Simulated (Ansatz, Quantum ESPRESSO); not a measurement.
# MgS (F-43m): Raman and infrared activity, part 2 of 3

Wanted: vibrational spectra of MgS (F-43m) from linear and non-linear response.

Quantum ESPRESSO 8.0 development, patched; DFT LDA, scalar-relativistic, plane waves, PseudoDojo norm-conserving pseudopotentials.

So far. Step 2 (A first look): A gap of 3.2 eV opens on this mesh, so the crystal is taken as an insulator; the start stands at -2.1 GPa. Step 4 (Ground state): The cell stands at -0.018 GPa, close enough for phonons. The relaxed cell has a = 5.596 Å (conventional setting).

**5. Linear response at Γ**

At q = 0 one unit cell holds all displacements; symmetry groups them into irreducible representations that are solved one by one. The response to a field gives ε∞ and the Born charges, which polar modes need. Third-order response adds the Raman tensors.

Input file ph.in:

```
phonons
&INPUTPH
  prefix = 'x'
  outdir = './tmp'
  fildyn = 'g.dyn'
  tr2_ph = 1.0d-18
  epsil  = .true.
  lraman = .true.
  elop   = .true.
/
0.000000000000 0.000000000000 0.000000000000
```

Run with:

```sh
> OMP_NUM_THREADS=1 mpirun -n 2 ph.x -nk 2 -in ph.in > ph.out
```

What it wrote:

```text
[banners, grids, parts of the stress and lines that vanish by symmetry left out]
[banner, memory and clock lines left out]
Program PHONON v.8.0dev

     Dynamical matrices for q-points given in input
     (   1q-points):
       N         xq(1)         xq(2)         xq(3)
       1   0.000000000   0.000000000   0.000000000

     ./tmp/x.save/

     IMPORTANT: XC functional enforced from input :
     Exchange-correlation= PW
                           (   1   4   0   0   0   0   0)
     Any further DFT definition will be discarded
     Please, verify this is what you really want

     G-vector sticks info

     Reading collected, re-writing distributed wavefunctions in ./tmp/

     Number and degeneracy of irreps per q-point
       N         xq(1)         xq(2)         xq(3)   N irreps
       1   0.000000000   0.000000000   0.000000000       2
        3   3

     Calculation of q =    0.0000000   0.0000000   0.0000000

     phonons

     bravais-lattice index     =            2
     lattice parameter (alat)  =      10.5758  a.u.
     unit-cell volume          =     295.7213 (a.u.)^3
     number of atoms/cell      =            2
     number of atomic types    =            2
     kinetic-energy cut-off    =      84.0000  Ry
     charge density cut-off    =     336.0000  Ry
     convergence threshold     =      1.0E-18
     beta                      =       0.7000
     number of iterations used =            4
     Exchange-correlation= PW
                           (   1   4   0   0   0   0   0)

     celldm(1)=   10.57582  celldm(2)=    0.00000  celldm(3)=    0.00000
     celldm(4)=    0.00000  celldm(5)=    0.00000  celldm(6)=    0.00000

     crystal axes: (cart. coord. in units of alat)
               a(1) = ( -0.5000  0.0000  0.5000 )
               a(2) = (  0.0000  0.5000  0.5000 )
               a(3) = ( -0.5000  0.5000  0.0000 )

     reciprocal axes: (cart. coord. in units 2 pi/alat)
               b(1) = ( -1.0000 -1.0000  1.0000 )
               b(2) = (  1.0000  1.0000  1.0000 )
               b(3) = ( -1.0000  1.0000 -1.0000 )

     Atoms inside the unit cell:

     Cartesian axes

     site n.  atom      mass           positions (alat units)
        1  Mg     24.3050   tau(    1) = (    0.00000    0.00000    0.00000  )
        2  S      32.0600   tau(    2) = (   -0.75000    0.75000    0.75000  )

     Computing dynamical matrix for
                    q = (   0.0000000   0.0000000   0.0000000 )

     25 Sym.Ops. (with q -> -q+G )

     G cutoff =  951.9364  (  30731 G-vectors)     FFT grid: ( 45, 45, 45)
     number of k points=    29
                       cart. coord. in units 2pi/alat
        k(    1) = (   0.0000000   0.0000000   0.0000000), wk =   0.0039062
        k(    2) = (  -0.1250000   0.1250000  -0.1250000), wk =   0.0312500
        k(    3) = (  -0.2500000   0.2500000  -0.2500000), wk =   0.0312500
        [... further k-points left out ...]

     PseudoPot. # 1 for Mg read from file:
     ./pseudo/Mg.upf
     Pseudo is Norm-conserving, Zval = 10.0

     PseudoPot. # 2 for S  read from file:
     ./pseudo/S.upf
     Pseudo is Norm-conserving + core correction, Zval =  6.0

     Mode symmetry, T_d (-43m)  point group:

     Electric field:
     Dielectric constant
     Born effective charges as d Force / d E
     Raman tensor
     Electro-optic tensor

     Atomic displacements:
     There are    2 irreducible representations

     Representation     1      3 modes -  To be done

     Representation     2      3 modes -  To be done

     Alpha used in Ewald sum =   2.8000

     Electric Fields Calculation

     The passes end when |ddv_scf|^2 is under  6.1E-20 (on this mesh; tr2_ph alone asks  1.0E-18)

      iter #   1   av.it.:   6.8
      thresh= 1.000E-02 alpha_mix =  0.700 |ddv_scf|^2 =  8.542E-08

      [... iterations left out ...]
      iter #   8   av.it.:  12.8
      thresh= 2.554E-11 alpha_mix =  0.700 |ddv_scf|^2 =  5.130E-21

     End of electric fields calculation

          Dielectric constant in cartesian axis

          (       4.209418658       0.000000000       0.000000000 )
          (       0.000000000       4.209418658       0.000000000 )
          (       0.000000000       0.000000000       4.209418658 )

          Effective charges (d Force / dE) in cartesian axis without acoustic sum rule applied (asr)

           atom    1  Mg    Mean Z*:        1.87417
      Ex  (        1.87417       -0.00000        0.00000 )
      Ey  (       -0.00000        1.87417       -0.00000 )
      Ez  (        0.00000       -0.00000        1.87417 )
           atom    2  S     Mean Z*:       -1.87595
      Ex  (       -1.87595        0.00000       -0.00000 )
      Ey  (       -0.00000       -1.87595       -0.00000 )
      Ez  (       -0.00000       -0.00000       -1.87595 )

          Effective charges Sum: Mean:       -0.00177
             -0.00177       -0.00000       -0.00000
             -0.00000       -0.00177       -0.00000
             -0.00000       -0.00000       -0.00177

          Effective charges (d Force / dE) in cartesian axis with asr applied:
           atom    1  Mg    Mean Z*:        1.87506
      E*x (        1.87506       -0.00000        0.00000 )
      E*y (       -0.00000        1.87506       -0.00000 )
      E*z (        0.00000       -0.00000        1.87506 )
           atom    2  S     Mean Z*:       -1.87506
      E*x (       -1.87506        0.00000       -0.00000 )
      E*y (        0.00000       -1.87506        0.00000 )
      E*z (       -0.00000        0.00000       -1.87506 )

     Calling punch_plot_e
     Writing on file  drho

     Computing Pc [DH,Drho] |psi>

     Derivative coefficient:  0.001000    Threshold: 1.00E-12
     Message from routine dhdrhopsi:
     some bands at k + dk did not converge to eth_ns: the Raman tensors may be inaccurate, compare with a run at another eth_ns or dek
     Non-scf  u_k: avg # of iterations = 13.2
     Non-scf Du_k: avg # of iterations = 29.1

          Dielectric constant from finite-differences

          (       4.209477912      -0.000000000       0.000000000 )
          (       0.000000000       4.209477912      -0.000000000 )
          (       0.000000000      -0.000000000       4.209477912 )

              Electro-optic tensor is defined as
            the derivative of the dielectric tensor
              with respect to one electric field
                 units are Rydberg a.u.

            to obtain the static chi^2 multiply by 1/2

            to convert to pm/Volt multiply per 2.7502

          Electro-optic tensor in cartesian axis:

          (       0.000000000      -0.000000000      -0.000000000 )
          (      -0.000000000      -0.000000000       3.122965719 )
          (      -0.000000000       3.122965719       0.000000000 )

          (      -0.000000000      -0.000000000       3.122965719 )
          (      -0.000000000       0.000000000      -0.000000000 )
          (       3.122965719      -0.000000000       0.000000000 )

          (       0.000000000       3.122965719      -0.000000000 )
          (       3.122965719       0.000000000      -0.000000000 )
          (      -0.000000000      -0.000000000       0.000000000 )

          Electro-optic tensor: contribution #   1

          (       0.000000000       0.000000000       0.000000000 )
          (       0.000000000       0.000000000       3.096409755 )
          (       0.000000000       3.096409755       0.000000000 )

          (       0.000000000       0.000000000       3.096409755 )
          (       0.000000000       0.000000000      -0.000000000 )
          (       3.096409755       0.000000000      -0.000000000 )

          (       0.000000000       3.096409755       0.000000000 )
          (       3.096409755       0.000000000      -0.000000000 )
          (      -0.000000000      -0.000000000       0.000000000 )

          Electro-optic tensor: contribution #   2

          (      -0.000000000      -0.000000000       0.000000000 )
          (       0.000000000      -0.000000000       0.026555964 )
          (      -0.000000000       0.026555964      -0.000000000 )

          (      -0.000000000      -0.000000000       0.026555964 )
          (      -0.000000000      -0.000000000       0.000000000 )
          (       0.026555964       0.000000000      -0.000000000 )

          (       0.000000000       0.026555964       0.000000000 )
          (       0.026555964       0.000000000       0.000000000 )
          (       0.000000000      -0.000000000      -0.000000000 )

     Computing Second order response

      iter #   1   av.it.:   9.7
      thresh= 1.000E-02 alpha_mix =  0.700 |ddv_scf|^2 =  1.878E-07

      [... iterations left out ...]
      iter #  11   av.it.:  14.4
      thresh= 1.659E-11 alpha_mix =  0.700 |ddv_scf|^2 =  4.192E-22

          Raman tensor (au^-1) in cartesian axis

           atom      1
          (      -0.000000000       0.000000000       0.000000000 )
          (       0.000000000       0.000000000      -0.193848019 )
          (       0.000000000      -0.193848019       0.000000000 )

          (       0.000000000       0.000000000      -0.193848019 )
          (       0.000000000       0.000000000       0.000000000 )
          (      -0.193848019       0.000000000       0.000000000 )

          (      -0.000000000      -0.193848019       0.000000000 )
          (      -0.193848019       0.000000000      -0.000000000 )
          (       0.000000000      -0.000000000       0.000000000 )

           atom      2
          (       0.000000000       0.000000000      -0.000000000 )
          (       0.000000000       0.000000000       0.194077068 )
          (      -0.000000000       0.194077068      -0.000000000 )

          (       0.000000000      -0.000000000       0.194077068 )
          (       0.000000000       0.000000000       0.000000000 )
          (       0.194077068      -0.000000000       0.000000000 )

          (      -0.000000000       0.194077068       0.000000000 )
          (       0.194077068      -0.000000000       0.000000000 )
          (      -0.000000000      -0.000000000       0.000000000 )

     Raman tensor (A^2)

     atom #    1    pol.  1
     -0.914524302649E-16      0.000000000000E+00      0.731619442119E-15
      0.411535936192E-15      0.105170294805E-14     -0.127742783415E+01
      0.228631075662E-15     -0.127742783415E+01      0.594440796722E-15
     atom #    1    pol.  2
      0.457262151324E-16      0.137178645397E-15     -0.127742783415E+01
      0.411535936192E-15      0.105170294805E-14      0.457262151324E-16
[...]
atom #    1    pol.  3
[...]
atom #    2    pol.  1
[...]
atom #    2    pol.  2
[...]
atom #    2    pol.  3
[...]
-0.245778406337E-15     -0.302936175252E-15      0.120031314723E-15

     Representation #   1 modes #   1   2   3

     Self-consistent Calculation

     The passes end when |ddv_scf|^2 is under  6.1E-20 (on this mesh; tr2_ph alone asks  1.0E-18)

      iter #   1   av.it.:   6.8
      thresh= 1.000E-02 alpha_mix =  0.700 |ddv_scf|^2 =  1.249E-07

      [... iterations left out ...]
      iter #   7   av.it.:  13.8
      thresh= 5.385E-10 alpha_mix =  0.700 |ddv_scf|^2 =  5.443E-20

     End of self-consistent calculation

     Convergence has been achieved

     Representation #   2 modes #   4   5   6

     Self-consistent Calculation

     The passes end when |ddv_scf|^2 is under  6.1E-20 (on this mesh; tr2_ph alone asks  1.0E-18)

      iter #   1   av.it.:   8.9
      thresh= 1.000E-02 alpha_mix =  0.700 |ddv_scf|^2 =  1.328E-06

      [... iterations left out ...]
      iter #   9   av.it.:  14.0
      thresh= 4.531E-11 alpha_mix =  0.700 |ddv_scf|^2 =  9.127E-22

     End of self-consistent calculation

     Convergence has been achieved

     Number of q in the star =    1
     List of q in the star:
          1   0.000000000   0.000000000   0.000000000

          Dielectric constant in cartesian axis

          (       4.209418658       0.000000000       0.000000000 )
          (       0.000000000       4.209418658       0.000000000 )
          (       0.000000000       0.000000000       4.209418658 )

          Effective charges (d Force / dE) in cartesian axis without acoustic sum rule applied (asr)

           atom    1  Mg    Mean Z*:        1.87417
      Ex  (        1.87417       -0.00000        0.00000 )
      Ey  (       -0.00000        1.87417       -0.00000 )
      Ez  (        0.00000       -0.00000        1.87417 )
           atom    2  S     Mean Z*:       -1.87595
      Ex  (       -1.87595        0.00000       -0.00000 )
      Ey  (       -0.00000       -1.87595       -0.00000 )
      Ez  (       -0.00000       -0.00000       -1.87595 )

          Effective charges Sum: Mean:       -0.00177
             -0.00177       -0.00000       -0.00000
             -0.00000       -0.00177       -0.00000
             -0.00000       -0.00000       -0.00177

          Effective charges (d Force / dE) in cartesian axis with asr applied:
           atom    1  Mg    Mean Z*:        1.87506
      E*x (        1.87506       -0.00000        0.00000 )
      E*y (       -0.00000        1.87506       -0.00000 )
      E*z (        0.00000       -0.00000        1.87506 )
           atom    2  S     Mean Z*:       -1.87506
      E*x (       -1.87506        0.00000       -0.00000 )
      E*y (        0.00000       -1.87506        0.00000 )
      E*z (       -0.00000        0.00000       -1.87506 )

     Diagonalizing the dynamical matrix

     q = (    0.000000000   0.000000000   0.000000000 )

 **************************************************************************
     freq (    1) =       0.112165 [THz] =       3.741435 [cm-1]
     freq (    2) =       0.112165 [THz] =       3.741435 [cm-1]
     freq (    3) =       0.112165 [THz] =       3.741435 [cm-1]
     freq (    4) =      10.291872 [THz] =     343.299909 [cm-1]
     freq (    5) =      10.291872 [THz] =     343.299909 [cm-1]
     freq (    6) =      10.291872 [THz] =     343.299909 [cm-1]
 **************************************************************************

     Mode symmetry, T_d (-43m)  point group:

     freq (   1-   3) =          3.7  [cm-1]   --> T_2  G_15 P_4   I+R
     freq (   4-   6) =        343.3  [cm-1]   --> T_2  G_15 P_4   I+R
```

It took 9 min on 2 MPI ranks of Intel Xeon Platinum 8375C at 2.90GHz (Ice Lake), shared host; 18 min of CPU time.

This step gave:

```
miss of the charge sum rule                                       : 0.001780 e
largest acoustic frequency at the zone centre before the sum rule : 3.74 cm⁻¹
highest optical zone-centre mode (no LO-TO term)                  : 343.3 cm⁻¹
lowest optical zone-centre mode                                   : 343.3 cm⁻¹
mean high-frequency dielectric constant                           : 4.209
largest Born charge in size (third of the trace)                  : 1.876 e
```

Born charge (rows field, columns displacement), before the sum rule (e), principal values of the symmetric part by kind of site:

| atom | atoms with these values | low | middle | high | mean |
| --- | --- | --- | --- | --- | --- |
| Mg1 | 1 | 1.87 | 1.87 | 1.87 | 1.87 |
| S2 | 1 | -1.88 | -1.88 | -1.88 | -1.88 |

In full for Mg1:

```
1.87 0.00 0.00
0.00 1.87 0.00
0.00 0.00 1.87
```

High-frequency dielectric tensor:

```
4.21 0.00 0.00
0.00 4.21 0.00
0.00 0.00 4.21
```

The acoustic modes at Γ come out as far as 3.7 cm⁻¹ from zero, where they should vanish, a small numerical error; the Born charges miss their sum rule by 0.0018 e, which is good.

**6. Zone-centre analysis**

A rigid shift of the crystal must cost nothing, but grids and finite bases break this; the acoustic sum rule is imposed before the matrix is diagonalised again. With Born charges the intensities follow, and the static dielectric tensor.

Input file dynmat.in:

```
&INPUT
  fildyn = 'g.dyn'
  asr    = 'simple'
  fileig = 'dynmat.eig'
  lperm  = .true.
/
```

Run with:

```sh
> dynmat.x -in dynmat.in > dynmat.out
```

What it wrote:

```text
[banner, memory and clock lines left out]
Program DYNMAT v.8.0dev

     Reading Dynamical Matrix from file g.dyn
     ...Force constants read
     ...epsilon and Z* read
     ...Raman cross sections read
     A direction for q was not specified:TO-LO splitting will be absent

     Polarizability (A^3 units)
     multiply by 0.483137 for Clausius-Mossotti correction (not under assume_isolated = 'mt')
        11.191866    0.000000    0.000000
         0.000000   11.191866    0.000000
         0.000000    0.000000   11.191866

     IR activities are in (D/A)^2/amu units
     Raman activities are in A^4/amu units
     multiply Raman by 0.054486 for Clausius-Mossotti correction (not under assume_isolated = 'mt')

# mode   [cm-1]    [THz]      IR          Raman   depol.fact
    1     -0.00   -0.0000    0.0000         0.0000    0.7500
    2     -0.00   -0.0000    0.0000         0.0000    0.7500
    3      0.00    0.0000    0.0000         0.0000    0.7500
    4    343.27   10.2911    5.8675         2.4813    0.7500
    5    343.27   10.2911    5.8675         2.4813    0.7500
    6    343.27   10.2911    5.8675         2.4813    0.7500

Electronic dielectric permittivity tensor (relative, adimensional)
         4.209419    0.000000    0.000000
         0.000000    4.209419    0.000000
         0.000000    0.000000    4.209419

 ... with zone-center polar mode contributions
         6.632888    0.000000    0.000000
         0.000000    6.632888    0.000000
         0.000000    0.000000    6.632888
```

Run time: 0.55 s. Hardware: 1 thread.

This step gave:

```yaml
mean_static_dielectric_constant: 6.633
```

Unit eigenvectors of the mass-weighted matrix after the sum rule; no LO-TO term. Modes at Γ, with each element's share of the kinetic energy:

| mode | frequency (cm⁻¹) | symmetry | Mg % | S % |
| --- | --- | --- | --- | --- |
| 1 | 0.0 | acoustic | 43 | 57 |
| 2 | 0.0 | acoustic | 43 | 57 |
| 3 | 0.0 | acoustic | 43 | 57 |
| 4 | 343.3 | T2 | 57 | 43 |
| 5 | 343.3 | T2 | 57 | 43 |
| 6 | 343.3 | T2 | 57 | 43 |

Displacements in mode 6 (343.3 cm⁻¹), the largest set to 1:
```
Mg1  0.00  0.00  1.00
S2   0.00  0.00 -0.76
```

Degenerate modes summed, no LO-TO term. Lines of the infrared spectrum (strongest = 100):

| position (cm⁻¹) | lines merged | label | IR intensity, relative |
| --- | --- | --- | --- |
| 343 | 3 | T2 | 100 |

Degenerate modes summed. Raman lines, with heights relative to the strongest:

| position (cm⁻¹) | lines merged | label | Raman activity, relative |
| --- | --- | --- | --- |
| 343 | 3 | T2 | 100 |

Static dielectric tensor (ions relaxed, fixed cell):

```
6.63 0.00 0.00
0.00 6.63 0.00
0.00 0.00 6.63
```

The rule moves no optical mode by more than 0.1 cm⁻¹.

**7. Sum rules set otherwise: a sum rule for molecules or wires on a crystal**

This rule also removes rotations, which suits wires and not a crystal; it is tried to see the harm.

Input file dynmat.in:

```
&INPUT
  fildyn = 'g.dyn'
  asr    = 'one-dim'
  fileig = 'dynmat.eig'
  lperm  = .true.
/
```

Run with:

```sh
> dynmat.x -in dynmat.in > dynmat.out
```

What it wrote:

```text
[banner, memory and clock lines left out]
Program DYNMAT v.8.0dev

     Reading Dynamical Matrix from file g.dyn
     ...Force constants read
     ...epsilon and Z* read
     ...Raman cross sections read
asr rotation axis in 1D system=    3
     For the rotational sum rules    1 atoms are taken in another cell, next to their neighbours
     Acoustic Sum Rule: || Z*(ASR) - Z*(orig)|| =    2.170122E-03
     Acoustic Sum Rule: ||dyn(ASR) - dyn(orig)||=    2.466227E-01
     Message from routine dynmat:
     WARNING: the charges keep any dipole. Ignore the strengths of the modes set to zero; with q typed a rigid rotation may get a frequency
     A direction for q was not specified:TO-LO splitting will be absent

     Polarizability (A^3 units)
     multiply by 0.483137 for Clausius-Mossotti correction (not under assume_isolated = 'mt')
        11.191866    0.000000    0.000000
         0.000000   11.191866    0.000000
         0.000000    0.000000   11.191866

     IR activities are in (D/A)^2/amu units
     Raman activities are in A^4/amu units
     multiply Raman by 0.054486 for Clausius-Mossotti correction (not under assume_isolated = 'mt')

# mode   [cm-1]    [THz]      IR          Raman   depol.fact
    1     -0.00   -0.0000    2.0090         0.8482    0.7500
    2     -0.00   -0.0000    0.4769         0.2018    0.7500
    3      0.00    0.0000    0.0922         0.0390    0.7500
    4      0.00    0.0000    3.2894         1.3922    0.7500
    5    343.29   10.2917    5.8675         2.4813    0.7500
    6    343.29   10.2917    5.8675         2.4813    0.7500

Electronic dielectric permittivity tensor (relative, adimensional)
         4.209419    0.000000    0.000000
         0.000000    4.209419    0.000000
         0.000000    0.000000    4.209419

 ... with zone-center polar mode contributions
         5.421006   -1.211588    0.000000
        -1.211588    5.421006    0.000000
         0.000000    0.000000    6.632594
```

Elapsed: 0.55 s, on 1 thread.

The run ended normally, but on settings that are not sound.

The fault: a sum rule for molecules or wires on a crystal; 1 optical mode is projected out to zero frequency, as if it were a rotation, and the static dielectric tensor is spoilt.

For a crystal the rule has to be 'simple' or 'crystal'.

Zone-centre frequencies as printed; negative means imaginary. Modes:

| mode | frequency (cm⁻¹) |
| --- | --- |
| 1 | 0 |
| 2 | 0 |
| 3 | 0 |
| 4 | 0 |
| 5 | 343.3 |
| 6 | 343.3 |

[end of part 2 of 3]

[Host names and launcher messages were left out of these logs when they were recorded.]

[Logs are printed without paths, hosts, clocks, repeated set-up lines and the standing remarks that a program may print on its own settings, such as how far it seeks lower states.]

[Hosts, paths, dates, database ids (printed as entryN), source tags and the programs' standing remarks are cut or masked in the printed files.]
